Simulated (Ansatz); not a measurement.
Planning a run of Ansatz 0.2.0 on SiO2 (Quartz). The input:

```yaml
crystal:
  lattice:
    - [4.9158, 0.0, 0.0]
    - [-2.4579, 4.2572076799, 0.0]
    - [0.0, 0.0, 5.4091]
  atoms:
    - { symbol: Si, position: [0.5303, 0.0, 0.3333333333] }
    - { symbol: Si, position: [0.0, 0.5303, 0.6666666667] }
    - { symbol: Si, position: [0.4697, 0.4697, 0.0] }
    - { symbol: O, position: [0.1462, 0.4142, 0.881] }
    - { symbol: O, position: [0.5858, 0.732, 0.2143333333] }
    - { symbol: O, position: [0.268, 0.8538, 0.5476666667] }
    - { symbol: O, position: [0.4142, 0.1462, 0.119] }
    - { symbol: O, position: [0.732, 0.5858, 0.7856666667] }
    - { symbol: O, position: [0.8538, 0.268, 0.4523333333] }
kpoints:
  mp_grid: { grid: [6, 6, 4] }
hamiltonian:
  xc: pbe
  pseudopotentials: { kind: paw, source: ansatz }
scf:
  occupations: { method: fixed }
gw:
  n_empty_bands: 673
  ecut_chi: 190.0
  qp_bands: [v3, c3]
  qp_kpoints: band_edges
  screening: { model: contour_deformation }
```

```sh
ansatz run input.yaml --threads 4 --pin off --max-ram 138240MiB --backend cuda --events-out ev --progress --plain --runs-dir out --devices 1 --max-vram 26GiB
```

**Question.** Estimate wall time and host memory on 1 × NVIDIA H100 80GB HBM3 (shared by 3 runs) with 4 threads of AMD EPYC 7R13 (Zen 3), shared host.

It took 4.8 min; on shared hardware allow 2.4 min to 9.7 min. Peak host memory was 5.1 GiB. The sizes that set the cost: 7287 plane waves a state, 24 irreducible k points, 697 bands summed, 673 plane waves in the screening and 7 SCF cycles.

The screening grows as filled bands × empty bands × pairs of k points, times the square of the screening basis for the matrix.

[Paths, hosts, dates, memory and timing lines, banners, echoed tables and standing remarks are left out of the program output.]

[Logs are printed without paths, hosts, clocks, repeated set-up lines and the standing remarks that a program may print on its own settings, such as how far it seeks lower states.]

[Runs of the session that timed out or met a known fault of the program may be left out.]

[Cells called generated may have been cut or substituted from an entry of the Crystallography Open Database or the Materials Project.]

[Hosts, paths, dates, database ids (printed as entryN), source tags and the programs' standing remarks are cut or masked in the printed files.]
